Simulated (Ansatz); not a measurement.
# RbSb4F13 (I4/m): band gap by G0W0 on HSE06

Wanted: the gap of RbSb4F13 (I4/m) with a many-body correction, and the time that it takes.

Method: HSE06, then G0W0 on it, plane waves, PAW, in Ansatz 0.2.0.

## Step 1: The starting structure

It takes space group I4/m (No. 87, tetragonal). The conventional cell has a = 9.635 Å, b = 9.635 Å, c = 6.563 Å, α = 90.00°, β = 90.00°, γ = 90.00°. Rb has 10 F at 2.92 to 3.28 Å nearest. Nearest to Sb lie 3 F at 1.97 to 2.00 Å. Nearest to F lie 4 Sb at 2.67 Å and 8 F at 2.71 Å and 2 Rb at 3.28 Å. F has 1 Sb at 2.00 Å nearest. F has 2 Sb at 1.97 to 2.90 Å and 1 Rb at 2.92 Å nearest. Farther neighbours and most contacts between anions are not listed.

Geometry: measured cell, ions relaxed with PBE. The runs that relaxed it are not among those shown. Spin-orbit coupling is left out unless a step names it.

The logs state that the PAW files were generated under PBE.

## Step 2: The starting point: HSE06

HSE06 mixes in a quarter of exact exchange at short range.

This step: DFT, HSE06, plane waves, PAW; PAW set soft_1.

The input, input.yaml:

```yaml
crystal:
  lattice:
    - [-4.8175, 4.8175, 3.2815]
    - [4.8175, -4.8175, 3.2815]
    - [4.8175, 4.8175, -3.2815]
  atoms:
    - { symbol: Rb, position: [0.5, 0.5, 0.0] }
    - { symbol: Sb, position: [0.0063970689, 0.2770921314, 0.2834892002] }
    - { symbol: Sb, position: [0.2770921314, 0.9936029311, 0.2706950625] }
    - { symbol: Sb, position: [0.9936029311, 0.7229078686, 0.7165107998] }
    - { symbol: Sb, position: [0.7229078686, 0.0063970689, 0.7293049375] }
    - { symbol: F, position: [0.0, 0.0, 0.0] }
    - { symbol: F, position: [0.5614796371, 0.8766087358, 0.4380883729] }
    - { symbol: F, position: [0.8766087358, 0.4385203629, 0.3151290987] }
    - { symbol: F, position: [0.4385203629, 0.1233912642, 0.5619116271] }
    - { symbol: F, position: [0.1233912642, 0.5614796371, 0.6848709013] }
    - { symbol: F, position: [0.4300990428, 0.3344864191, 0.3207384218] }
    - { symbol: F, position: [0.3344864191, 0.0137479972, 0.9043873762] }
    - { symbol: F, position: [0.0137479972, 0.109360621, 0.6792615782] }
    - { symbol: F, position: [0.109360621, 0.4300990428, 0.0956126238] }
    - { symbol: F, position: [0.5699009572, 0.6655135809, 0.6792615782] }
    - { symbol: F, position: [0.6655135809, 0.9862520028, 0.0956126238] }
    - { symbol: F, position: [0.9862520028, 0.890639379, 0.3207384218] }
    - { symbol: F, position: [0.890639379, 0.5699009572, 0.9043873762] }
kpoints:
  mp_grid: { grid: [4, 4, 4] }
  band_path:
    path:
      - [0.0, 0.0, 0.0]
      - [-0.5, 0.5, 0.0]
      - [-0.5, 0.5, 0.5]
      - [-0.36599556, -0.36599556, 0.36599556]
      - [-0.63400444, 0.36599556, 0.63400444]
      - [-0.75, 0.25, 0.25]
      - [-0.5, 0.0, 0.5]
      - [-0.292796448, -0.292796448, 0.292796448]
    npoints: 1
hamiltonian:
  xc: hse06
  pseudopotentials: { kind: paw, azcp: { folder: soft_1 } }
scf:
  occupations: { method: fixed }
  n_extra_bands: 10
output:
  eigenvalues: true
```

Started as:

```bash
$ ansatz run input.yaml --threads 2 --pin off --max-ram 92160MiB --backend cuda --events-out ev --progress --plain --runs-dir out --devices 1 --max-vram 13GiB
```

Numbers of over 12 decimals in the logs are rounded to 6 here.

What it wrote:

```text
scf.n_extra_bands = 10 over 80 filled bands (N_el = 160.0): the run solves 90 bands
GPUs: using 1 of 1 available (devices: 1).
Engine: ansatz 0.2.0, x86_64-unknown-linux-gnu
Pseudopotentials: kind: paw
Pseudopotential: Rb, paw, valence charge 9, recommended cutoff 420 eV (normal), soft_1/Rb.paw.azcp
Pseudopotential: Sb, paw, valence charge 15, recommended cutoff 420 eV (normal), soft_1/Sb.paw.azcp
Pseudopotential: F, paw, valence charge 7, recommended cutoff 420 eV (normal), soft_1/F.paw.azcp
Functional definition: HSE06
  parameter a = 0.25
  parameter omega = 0.11/bohr
  exchange = pbe_x - a*pbe_x_sr(omega) + a*exact_x_sr(omega)
  correlation = pbe_c
davidson cushion auto → on  (no smearing: the cushion is to keep the highest requested band from converging to the state above it; pin scf.eigensolver.cushion to override)
device memory: the entry about to start is reckoned to put 3.6 GiB on a device that reports 49.4 GiB free (of which the cap on the GPU budget leaves the run 13.0 GiB)
GPU FFT provider: cuFFT
GPU libraries: cuBLAS 13.8.2, cuFFT 12.4.0, cuSOLVER 12.3.4
Crystal: 18 atoms, lattice volume = 304.632 Å³
Basis set: ecut = 420 eV, 5959 PW (Γ)
Bands: 90, of which v1, the nominal top of the filled ones, is band 80 counted from 1 (79 counted from 0)
Symmetry: 8 space group operations
Space group: I4/m (ITA 87), of the structure as read, at distance tolerance 6.7e-5 Å
k-points: 14 of 64
Non-local potential: Rb, projectors of the file, l = 0: 3, l = 1: 2, l = 2: 2
Non-local potential: Sb, projectors of the file, l = 0: 2, l = 1: 2, l = 2: 2, l = 3: 1
Non-local potential: F, projectors of the file, l = 0: 2, l = 1: 2, l = 2: 1
PAW form: soft (Blöchl's): semilocal exchange-correlation on the pseudo side does not see the compensation charge
PAW frozen core: Rb, regenerated for the run's functional, and the local potential with it (the file was generated under x = pbe(κ = 0.804, μ = 0.219515), c = pbe(β = 0.066725))
PAW frozen core: Sb, regenerated for the run's functional, and the local potential with it (the file was generated under x = pbe(κ = 0.804, μ = 0.219515), c = pbe(β = 0.066725))
PAW frozen core: F, regenerated for the run's functional, and the local potential with it (the file was generated under x = pbe(κ = 0.804, μ = 0.219515), c = pbe(β = 0.066725))
PAW one-centre angular grid: Rb, 110 points (default); XC on 64 Gauss nodes
PAW one-centre angular grid: Sb, 590 points (default); XC on 64 Gauss nodes
PAW one-centre angular grid: F, 110 points (default); XC on 64 Gauss nodes
Initial density: superposition of atomic densities (chi_scale 0.1, normalization cell, long waves kept (reshape's long-wave potential 0.05 eV rms))
Initial wavefunctions: pseudopotential atomic-orbital guess
GPU buffer pool allocated for 157464 grid points (all kernels)
GPU transforms: local potential and band sums: pruned to the plane-wave sphere, on 54×54×54
Functional: x = pbe(κ = 0.804, μ = 0.219515), c = pbe(β = 0.066725), warm-up for x = pbe(κ = 0.804, μ = 0.219515) + 0.25 (exact − pbe) at short range (hse, ω = 0.207870 Å⁻¹), c = pbe(β = 0.066725); HSE06 as pw.x's `hse` composes it (authors' and Libxc's form: `xc: wpbeh`)
SCF iter   1: F=—  HF=-39728.129455 eV  |F-HF|=—  |Δ(HF+E_count)|=         —  Δρ=9.51e-2  dr2=2.41e1  ethr=1.00e-1  ⟨swp⟩=4.0  Hψ=3852  notcnv=0
preconditioner: auto → none  [insulator: Δε(μ)=4.028 eV  Ē_g=12.133 eV  n_scr=70 (ndim 8)  ℏωp=23.1 eV  f_vac=0.078]
SCF iter   2: F=—  HF=-39722.349380 eV  |F-HF|=—  |Δ(HF+E_count)|=    5.78e0  Δρ=6.00e-2  dr2=8.30e0  ethr=1.51e-2  ⟨swp⟩=4.0  Hψ=3905  notcnv=0
iter 3 solved again at ethr=2.75e-4 eV; its pass at ethr=5.19e-3 eV (dr2=4.40e-1 eV) is discarded
SCF iter   3: F=—  HF=-39720.288481 eV  |F-HF|=—  |Δ(HF+E_count)|=    2.06e0  Δρ=1.47e-2  dr2=4.36e-1  ethr=2.75e-4  ⟨swp⟩=3.1  Hψ=6164  notcnv=0
SCF iter   4: F=—  HF=-39720.314537 eV  |F-HF|=—  |Δ(HF+E_count)|=   2.61e-2  Δρ=6.46e-3  dr2=7.56e-2  ethr=2.73e-4  ⟨swp⟩=3.0  Hψ=3025  notcnv=0
SCF iter   5: F=—  HF=-39720.331902 eV  |F-HF|=—  |Δ(HF+E_count)|=   1.74e-2  Δρ=4.45e-3  dr2=4.81e-2  ethr=4.72e-5  ⟨swp⟩=4.0  Hψ=3351  notcnv=0
SCF iter   6: F=-39720.324964 eV  HF=-39720.324895 eV  |F-HF|=6.91e-5  |Δ(HF+E_count)|=   7.01e-3  Δρ=6.82e-4  dr2=8.11e-4  ethr=3.00e-5  ⟨swp⟩=3.9  Hψ=2979  notcnv=0
SCF 1 stopped early in 6 iterations: F = -39720.324964 eV  dr2 = 8.11e-4
  greatest PAW one-centre occupation: 0.997 electrons in one spin orbital (limit 2), on the Sb atom at site 3 (counted from 0), in its partial waves of l = 2
device memory: the entry about to start is reckoned to put 4.6 GiB (of the 4.8 GiB reckoned in all, the device holds 0.2 GiB already) on a device that reports 46.9 GiB free (of which the cap on the GPU budget leaves the run 12.9 GiB)
GPU FFT provider: cuFFT
GPU libraries: cuBLAS 13.8.2, cuFFT 12.4.0, cuSOLVER 12.3.4
Initial density: handed on by an earlier stage of this run
Initial wavefunctions: those handed on with the density
GPU buffer pool allocated for 157464 grid points (all kernels)
GPU transforms: local potential and band sums: pruned to the plane-wave sphere, on 54×54×54
Functional: x = pbe(κ = 0.804, μ = 0.219515) + 0.25 (exact − pbe) at short range (hse, ω = 0.207870 Å⁻¹), c = pbe(β = 0.066725); HSE06 as pw.x's `hse` composes it (authors' and Libxc's form: `xc: wpbeh`)
Exchange kernel: α = 0.2500, screened, ω = 0.2079 Å⁻¹, Wigner–Seitz truncation, v(0) = 1046.9170 eV·Å³, q-mesh 4×4×4, nearest image of the exchange supercell L = 26.25 Å, pair-density grid 36×36×36, without the augmentation charges, whose exchange is taken in its separable form by FFT convolution over the k-point mesh (sized by the pseudopotential files, 40×50×48 at the most), smooth part of the exact exchange by density-matrix convolution in up to 10.96 GiB of GPU memory as planned if the GPU has room (build and FFT work areas not counted)
Frozen-core exchange: fock
SCF iter   1: F=—  HF=-39736.206571 eV  |F-HF|=—  |Δ(HF+E_count)|=         —  Δρ=9.86e-3  dr2=3.91e-1  ethr=5.07e-6  ⟨swp⟩=6.4  Hψ=6038  notcnv=0
preconditioner: auto → none  [insulator: Δε(μ)=6.078 eV  Ē_g=15.782 eV  n_scr=70 (ndim 8)  ℏωp=23.3 eV  f_vac=0.134]
SCF iter   2: F=—  HF=-39736.095072 eV  |F-HF|=—  |Δ(HF+E_count)|=   1.11e-1  Δρ=4.07e-3  dr2=3.90e-2  ethr=5.07e-6  ⟨swp⟩=5.0  Hψ=4836  notcnv=0
SCF iter   3: F=—  HF=-39736.143782 eV  |F-HF|=—  |Δ(HF+E_count)|=   4.87e-2  Δρ=2.26e-3  dr2=1.50e-2  ethr=5.07e-6  ⟨swp⟩=4.0  Hψ=4226  notcnv=0
SCF iter   4: F=—  HF=-39736.138802 eV  |F-HF|=—  |Δ(HF+E_count)|=   4.98e-3  Δρ=5.01e-4  dr2=6.75e-4  ethr=5.07e-6  ⟨swp⟩=3.9  Hψ=3267  notcnv=0
SCF iter   5: F=—  HF=-39736.140373 eV  |F-HF|=—  |Δ(HF+E_count)|=   1.57e-3  Δρ=5.18e-4  dr2=6.02e-4  ethr=2.69e-7  ⟨swp⟩=4.0  Hψ=3894  notcnv=0
SCF iter   6: F=—  HF=-39736.140228 eV  |F-HF|=—  |Δ(HF+E_count)|=   1.45e-4  Δρ=1.63e-4  dr2=8.31e-5  ethr=2.69e-7  ⟨swp⟩=4.0  Hψ=3375  notcnv=0
SCF iter   7: F=-39736.140207 eV  HF=-39736.140210 eV  |F-HF|=2.93e-6  |Δ(HF+E_count)|=   1.79e-5  Δρ=5.13e-5  dr2=2.32e-5  ethr=4.01e-8  ⟨swp⟩=3.0  Hψ=3365  notcnv=0
SCF 2 stopped early in 7 iterations: F = -39736.140207 eV  dr2 = 2.32e-5
hybrid outer 1: dexx = +6.352e-2 eV, tail = 2.80e-4 eV
GPU FFT provider: cuFFT
GPU libraries: cuBLAS 13.8.2, cuFFT 12.4.0, cuSOLVER 12.3.4
GPU buffer pool allocated for 157464 grid points (all kernels)
GPU transforms: local potential and band sums: pruned to the plane-wave sphere, on 54×54×54
Exchange kernel: α = 0.2500, screened, ω = 0.2079 Å⁻¹, Wigner–Seitz truncation, v(0) = 1046.9170 eV·Å³, q-mesh 4×4×4, nearest image of the exchange supercell L = 26.25 Å, pair-density grid 36×36×36, without the augmentation charges, whose exchange is taken in its separable form by FFT convolution over the k-point mesh (sized by the pseudopotential files, 40×50×48 at the most), smooth part of the exact exchange by density-matrix convolution in up to 10.96 GiB of GPU memory as planned if the GPU has room (build and FFT work areas not counted)
Frozen-core exchange: fock
SCF iter   1: F=—  HF=-39736.140208 eV  |F-HF|=—  |Δ(HF+E_count)|=         —  Δρ=6.80e-5  dr2=9.32e-6  ethr=8.75e-7  ⟨swp⟩=3.0  Hψ=2820  notcnv=0
preconditioner: auto → none  [insulator: Δε(μ)=6.062 eV  Ē_g=15.611 eV  n_scr=70 (ndim 8)  ℏωp=23.3 eV  f_vac=0.146]
SCF iter   2: F=—  HF=-39736.140210 eV  |F-HF|=—  |Δ(HF+E_count)|=   2.02e-6  Δρ=4.24e-5  dr2=3.40e-6  ethr=4.26e-9  ⟨swp⟩=4.0  Hψ=4487  notcnv=0
SCF iter   3: F=—  HF=-39736.140214 eV  |F-HF|=—  |Δ(HF+E_count)|=   3.63e-6  Δρ=1.64e-5  dr2=3.87e-7  ethr=1.78e-9  ⟨swp⟩=4.3  Hψ=3164  notcnv=0
iter 4 solved again at ethr=1.48e-11 eV; its pass at ethr=2.00e-10 eV (dr2=2.36e-8 eV) is discarded
SCF iter   4: F=-39736.140214 eV  HF=-39736.140214 eV  |F-HF|=2.98e-9  |Δ(HF+E_count)|=   4.88e-8  Δρ=5.83e-6  dr2=5.59e-8  ethr=1.48e-11  ⟨swp⟩=3.0  Hψ=6383  notcnv=0
SCF 3 converged in 4 iterations: F = -39736.140214 eV  dr2 = 5.59e-8
hybrid outer 2: dexx = +5.011e-6 eV, tail = 2.27e-7 eV, Δε = 3.17e-3 eV (about 1.23e-4 eV left of the loop's levels)
device memory: the entry about to start is reckoned to put 1.7 GiB on a device that reports 43.7 GiB free (of which the cap on the GPU budget leaves the run 13.0 GiB)
NSCF: frozen V_eff on 8 k-points
hybrid SCF converged: 2 outer / 11 inner (+6 warm-up), last move |dexx| = 5.01e-6 eV, tail = 2.27e-7 eV
Stability not checked: this state was not tested for a lower state beside it, because the functional holds exact exchange (a hybrid, or Hartree-Fock), whose exchange loop this test does not read (fock_operator; see scf.lower_state_search)
Free energy (F): -39736.140214 eV
Frozen-core exchange: fock
Harris-Foulkes:  -39736.140214 eV  (|F-HF|=2.98e-9)
Internal energy: -39736.140214 eV  (E = F + TS)
E sigma→0 (E₀):  -39736.140214 eV
Fermi energy:    1.906028 eV
--- Per-component energies (eV) ---
  E_band       = -1853.968457
  E_kinetic    = 3409.171461
  E_local      = -16331.606249  (includes V_loc(G=0)·N_el)
  E_nonlocal   = 2843.303169
  E_hartree    = 6377.772851
  E_xc         = -1221.219575
  E_vxc        = -1414.316544  (∫ρ·V_xc dr)
  E_exx        = -527.224965  (= α·E_x^exact, valence–valence)
  E_paw        = -23237.867540  (= ΣΔE_a)
  E_vpaw       = -2061.627345  (= ΣTr[D̂ρ^β])
  E_aug_tail   = 0.009643  (compensation charges beyond the density's cutoff)
  E_ewald      = -11047.818601
  E_core_change = -0.660408  (= ΣΔE_core)
  E_smearing   = -0.000000  (= −TS)
  E_closure    = -0.000000  (closes the sum)
  Σ components = -39736.140214   (vs F -39736.140214, Δ=-7.28e-12)
--- Band table (eV; the first three rows and the last of 14) ---
  k-point 0: bands = [... 76 lower, 0.7106, 1.6026, 1.8266, 1.8266, 8.2879, 8.9622, 8.9622, 8.9757, ... 6 higher]
  k-point 1: bands = [... 76 lower, 0.7294, 1.6284, 1.7089, 1.8621, 8.3555, 8.6490, 8.8520, 9.1617, ... 6 higher]
  k-point 2: bands = [... 76 lower, 1.1469, 1.4593, 1.6674, 1.8870, 8.5305, 8.5948, 8.7465, 8.7834, ... 6 higher]
  k-point 13: bands = [... 76 lower, 1.4444, 1.7075, 1.7075, 1.7600, 8.2258, 8.2264, 8.2462, 9.2690, ... 6 higher]
```

It took 2.4 min on 1 × NVIDIA H100 80GB HBM3 (shared by 6 runs) with 2 threads of AMD EPYC 7R13 (Zen 3), shared host; peak memory 2.6 GiB.

Numbers from this step:

```
gap                     : 6.042 eV
valence top at          : P
conduction bottom at    : k = (-0.293, -0.293, 0.293)
least direct gap        : 6.157 eV
exact-exchange fraction : 0.25
```

Over mesh and listed points the gap is 6.042 eV, from k = (-0.750, 0.250, 0.250) to k = (-0.293, -0.293, 0.293). The least direct gap found is 6.157 eV, at k = (-0.750, 0.250, 0.250). On the 4×4×4 mesh alone the same run gives 6.061 eV, so that mesh misses an edge of HSE06: 6.061 − 6.042 = +0.019 eV.

[end of part 1 of 2]

[Paths, hosts, dates, memory and timing lines, banners, echoed tables and standing remarks are left out of the program output.]

[Logs are printed without paths, hosts, clocks, repeated set-up lines and the standing remarks that a program may print on its own settings, such as how far it seeks lower states.]

[Runs of the session that timed out or met a known fault of the program may be left out.]

[Cells called generated may have been cut or substituted from an entry of the Crystallography Open Database or the Materials Project.]

[Hosts, paths, dates, database ids (printed as entryN), source tags and the programs' standing remarks are cut or masked in the printed files.]

[Where an RPA ε∞ is given, it is that of the G0W0 mesh and is not shown converged in it. Names of k-points follow the symmetry that the program found, which can be lower than the space group named. Band edges on a path are those of the sampled points; other points can move an edge, and change direct to indirect where valleys lie close.]

[Hybrid gaps are those of their k-mesh and are not shown converged in it.]
